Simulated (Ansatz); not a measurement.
# A hypothetical structure for Cd3Mo, part 2 of 2

This structure for Cd3Mo is made up. Its elements were placed in a known structure type with a cell scaled to their sizes. What cell does the guess relax to, and how far off was it?

Ansatz 0.2.0; DFT, PBE, plane-wave PAW, default files, scalar-relativistic, no spin, cell and ions relaxed at zero pressure (the session's first sound run).

So far: The starting structure; Relaxing cell and atoms. The relaxed cell has a = 4.246 Å (conventional setting).

### 3. Bands of the relaxed cell

A second self-consistent run takes a narrower smearing and the mesh shown in its input; the bands follow along the standard path of the relaxed lattice.

This step: DFT, PBE, plane-wave PAW, default files, scalar-relativistic, no spin, bands and density of states at the relaxed cell (Ansatz 0.2.0).

input.yaml

```yaml
crystal:
  lattice:
    - [4.2455263654, 0.0, 0.0]
    - [0.0, 4.2455263654, 0.0]
    - [0.0, 0.0, 4.2455263654]
  atoms:
    - { symbol: Cd, position: [0.5, 0.5, 0.0] }
    - { symbol: Cd, position: [0.5, 0.0, 0.5] }
    - { symbol: Cd, position: [0.0, 0.5, 0.5] }
    - { symbol: Mo, position: [0.0, 0.0, 0.0] }
kpoints:
  mp_grid: { grid: [8, 8, 8] }
  band_path:
    path:
      - [[0.0, 0.0, 0.0], [0.0, 0.5, 0.0], [0.5, 0.5, 0.0], [0.0, 0.0, 0.0], [0.5, 0.5, 0.5], [0.0, 0.5, 0.0]]
      - [[0.5, 0.5, 0.0], [0.5, 0.5, 0.5]]
    npoints: 13
scf:
  occupations: { method: fermi_dirac, width: 0.03 }
  n_extra_bands: 8
hamiltonian:
  xc: pbe
  pseudopotentials: { kind: paw }
output:
  forces: true
  stress: true
  write_bands: true
  dos: { projected: true }
  write_density: true
  write_potential: true
  elf: true
  volumetric_format: npy
```

Run with:

```bash
ansatz run input.yaml --threads 4 --pin off --max-ram 8192MiB --backend cpu --events-out ev --progress --plain --runs-dir out
```

Numbers of over 12 decimals in the logs are rounded to 6 here.

Output:

```text
[...]
Crystal: 4 atoms, lattice volume = 76.523 Å³
Basis set: ecut = 420 eV, 1503 PW (Γ), exchange–correlation on 60×60×60 points (8 copies of the dense FFT grid, shifted against one another)
Bands: 45, of which v1, the nominal top of the filled ones, is band 37 counted from 1 (36 counted from 0)
Symmetry: 48 space group operations
[...]
k-points: 35 of 512
[...]
SCF iter   1: F=—  HF=-29718.033352 eV  |F-HF|=—  |Δ(HF+E_count)|=         —  Δρ=6.18e-3  dr2=5.62e-2  ethr=1.77e-3  ⟨swp⟩=6.1  Hψ=5400  notcnv=0  defer=3
[...]
SCF iter   6: F=-29718.027082 eV  HF=-29718.027082 eV  |F-HF|=3.94e-9  |Δ(HF+E_count)|=   1.19e-8  Δρ=6.84e-6  dr2=3.45e-8  ethr=1.35e-10  ⟨swp⟩=11.9  Hψ=9958  notcnv=0
SCF 1 converged in 6 iterations: F = -29718.027082 eV  dr2 = 3.45e-8
[...]
NSCF: frozen V_eff on 80 k-points
SCF converged after 6 iterations
Free energy (F): -29718.027082 eV
[...]
Internal energy: -29718.021092 eV  (E = F + TS)
E sigma→0 (E₀):  -29718.024087 eV
Entropy (-TS):   -0.005990 eV (-1.498 meV/atom)
Fermi energy:    16.680159 eV
[...]
--- Stress (GPa, compression-positive) ---
        0.024577      -0.000000       0.000000
       -0.000000       0.024577       0.000000
        0.000000       0.000000       0.024577
  P = ⅓ Tr σ = 0.0246 GPa (0.246 kbar)
--- Band table (eV; the first three rows and the last of 35) ---
  k-point 0: bands = [... 33 lower, 15.2266, 16.5896, 16.5896, 16.5896, 16.9512, 16.9512, 16.9512, 21.5490, ... 4 higher]
  k-point 1: bands = [... 33 lower, 15.2373, 16.1361, 16.1361, 16.5516, 16.9406, 17.5488, 17.5488, 21.2318, ... 4 higher]
  k-point 2: bands = [... 33 lower, 15.2659, 15.6685, 15.6685, 16.6085, 16.9153, 18.4679, 18.4679, 20.4939, ... 4 higher]
  k-point 34: bands = [... 33 lower, 13.9281, 14.0867, 15.1674, 15.1674, 15.1674, 17.1390, 17.1390, 19.6217, ... 4 higher]
```

Elapsed: 3.5 s, on 4 threads of Arm Neoverse V1, shared host; peak memory 0.47 GiB.

The column dr2 measures how far the density is from self-consistency, as an energy; F and HF (Harris–Foulkes) agree once it is small.

Numbers from this step:

```yaml
free_energy: -29718.0271 eV
energy_at_zero_smearing: -29718.0241 eV
smearing_term_ts: 0.005990 eV
fermi_energy: 16.68 eV
pressure: 0.02458 GPa
```

bands.tsv at the labelled points (eV, zero at the Fermi level; the bands that come nearest the Fermi level along the path):

```tsv
point	band 34	band 35	band 36	band 37	band 38	band 39	band 40	band 41
Γ	-1.45	-0.09	-0.09	-0.09	0.27	0.27	0.27	4.87
X	-1.44	-1.44	-1.37	0.10	0.20	2.99	3.84	3.84
M	-3.48	-3.45	-1.00	-1.00	0.15	0.84	1.22	5.31
Γ	-1.45	-0.09	-0.09	-0.09	0.27	0.27	0.27	4.87
R	-2.75	-2.59	-1.51	-1.51	-1.51	0.46	0.46	2.94
X	-1.44	-1.44	-1.37	0.10	0.20	2.99	3.84	3.84
M	-3.48	-3.45	-1.00	-1.00	0.15	0.84	1.22	5.31
R	-2.75	-2.59	-1.51	-1.51	-1.51	0.46	0.46	2.94
```

Counts of states for the cell as run, both spins, by energy window (eV from the Fermi level):

| from | to | total |
| --- | --- | --- |
| -8 | -7 | 1.54 |
| -7 | -6 | 0.73 |
| -6 | -5 | 0.73 |
| -5 | -4 | 0.90 |
| -4 | -3 | 1.11 |
| -3 | -2 | 1.86 |
| -2 | -1 | 4.25 |
| -1 | 0 | 1.92 |
| 0 | 1 | 2.74 |
| 1 | 2 | 2.12 |
| 2 | 3 | 1.09 |
| 3 | 4 | 2.15 |
| 4 | 5 | 1.69 |

Below -8 eV lie 61.1 more states.

Electrostatic potential energy in the ac plane at fractional y = 0.000, with atoms of Cd and Mo within 0.2 Å of it. With pseudopotentials it is smooth inside the atoms' cores, unlike the true potential.

Ten even steps from '_' (-57 eV) to '@' (20 eV), each cell a mean:
```
____==##@@@@@@@@@@@@%%**::__
..--**%%@@@@@@@@@@@@@@##==::
****%%@@@@@@@@@@@@@@@@%%##**
%%%%@@@@@@%%%%##%%@@@@@@@@%%
@@@@@@@@%%##******##@@@@@@@@
@@@@@@@@##**++++++**%%@@@@@@
@@@@@@@@##**++==++**##@@@@@@
@@@@@@@@##**++++++**%%@@@@@@
@@@@@@@@%%********##%%@@@@@@
@@@@@@@@@@%%######%%@@@@@@@@
####%%@@@@@@@@@@@@@@@@@@%%##
--==##%%@@@@@@@@@@@@@@%%**==
__..==##@@@@@@@@@@@@%%**--__
____--##@@@@@@@@@@@@%%**..__
```
Columns run along a (4.2 Å; values clipped at the 3rd and 97th percentile), rows up along c (4.2 Å). Atoms in or near the plane, at fractional coordinates: Cd at (0.50, 0.50), Mo at (0.00, 0.00).

Valence density in the ac plane at fractional y = 0.000, with atoms of Cd and Mo within 0.2 Å of it. It is the smooth field of the valence electrons, not physical close to the nuclei.

Values in e/Å³, 14 rows by 14 columns, each cell a mean:
```
 6  5  2  1  0  0  0  0  0  0  0  1  4  6
 4  3  1  0  0  0  0  0  0  0  0  1  2  4
 1  1  0  0  0  0  0  0  0  0  0  0  1  1
 0  0  0  0  0  0  1  1  1  0  0  0  0  0
 0  0  0  0  0  1  3  4  3  1  0  0  0  0
 0  0  0  0  1  5 12 15  9  3  1  0  0  0
 0  0  0  0  1  8 19 24 15  4  1  0  0  0
 0  0  0  0  1  6 14 19 12  3  1  0  0  0
 0  0  0  0  1  3  6  8  5  1  0  0  0  0
 0  0  0  0  0  1  1  1  1  0  0  0  0  0
 1  1  0  0  0  0  0  0  0  0  0  0  0  1
 3  2  1  0  0  0  0  0  0  0  0  0  1  2
 6  5  2  1  0  0  0  0  0  0  0  1  3  5
 6  6  3  1  0  0  0  0  0  0  0  1  4  6
```
Columns run along a (4.2 Å), rows up along c (4.2 Å). Atoms in or near the plane, at fractional coordinates: Cd at (0.50, 0.50), Mo at (0.00, 0.00).

ELF in the ac plane at fractional y = 0.000, with atoms of Cd and Mo within 0.2 Å of it. It is the smooth field of the valence electrons, not physical close to the nuclei.

Values, 14 rows by 14 columns, each cell a mean:
```
0.54 0.69 0.60 0.24 0.12 0.21 0.30 0.32 0.28 0.17 0.13 0.36 0.68 0.65
0.67 0.68 0.50 0.23 0.19 0.26 0.29 0.29 0.28 0.23 0.18 0.30 0.60 0.68
0.37 0.35 0.27 0.23 0.26 0.25 0.22 0.21 0.23 0.26 0.25 0.23 0.30 0.36
0.12 0.14 0.21 0.26 0.24 0.22 0.25 0.26 0.24 0.22 0.25 0.25 0.18 0.13
0.14 0.18 0.25 0.24 0.22 0.32 0.42 0.45 0.39 0.27 0.22 0.26 0.23 0.17
0.26 0.28 0.27 0.21 0.28 0.46 0.63 0.71 0.58 0.39 0.24 0.23 0.28 0.28
0.32 0.32 0.26 0.20 0.32 0.55 0.78 0.88 0.71 0.45 0.26 0.21 0.29 0.32
0.29 0.30 0.27 0.21 0.29 0.50 0.70 0.78 0.63 0.42 0.25 0.22 0.29 0.30
0.19 0.23 0.27 0.23 0.24 0.38 0.50 0.55 0.46 0.32 0.22 0.25 0.26 0.21
0.10 0.14 0.22 0.26 0.23 0.24 0.29 0.32 0.28 0.22 0.24 0.26 0.19 0.12
0.24 0.24 0.23 0.24 0.26 0.23 0.21 0.20 0.21 0.24 0.26 0.23 0.23 0.24
0.60 0.58 0.41 0.23 0.22 0.27 0.27 0.26 0.27 0.25 0.21 0.27 0.50 0.60
0.62 0.71 0.58 0.24 0.14 0.23 0.30 0.32 0.28 0.18 0.14 0.35 0.68 0.69
0.36 0.62 0.60 0.24 0.10 0.19 0.29 0.32 0.26 0.14 0.12 0.37 0.67 0.54
```
Columns run along a (4.2 Å), rows up along c (4.2 Å). Atoms in or near the plane, at fractional coordinates: Cd at (0.50, 0.50), Mo at (0.00, 0.00).

### 4. Summary of results

| Quantity | Value |
| --- | --- |
| space group, relaxed | Pm-3m |
| conventional cell | a = 4.246, b = 4.246, c = 4.246 Å; α = 90.0°, β = 90.0°, γ = 90.0° |
| volume per atom | 19.13 Å³ (guess 19.75) |

What this shows: Cd3Mo relaxes to Pm-3m with a = 4.246, b = 4.246 and c = 4.246 Å. The guessed volume was 3 % too large. The space group Pm-3m was held in the relaxation, so the end point is a stationary structure within it and may be a saddle against distortions or other arrangements. Bands cross the Fermi level, so it is a metal or semimetal at this level. On the 8×8×8 mesh with the narrower smearing (relaxed on 6×6×6) the forces vanish, as symmetry may demand, and the largest stress component is 0.025 GPa, within the relaxation's thresholds of 0.015 eV/Å and 0.05 GPa. The cutoff wasn't tested. No dispersion term is used, so weakly bound directions may come out too long. The runs have no spin, and magnetism wasn't tested. Nothing here tests whether the compound is stable against decomposition.

[Logs are printed without paths, hosts, clocks, repeated set-up lines and the standing remarks that a program may print on its own settings, such as how far it seeks lower states.]

[Hosts, paths, dates, database ids (printed as entryN), source tags and the programs' standing remarks are cut or masked in the printed files.]
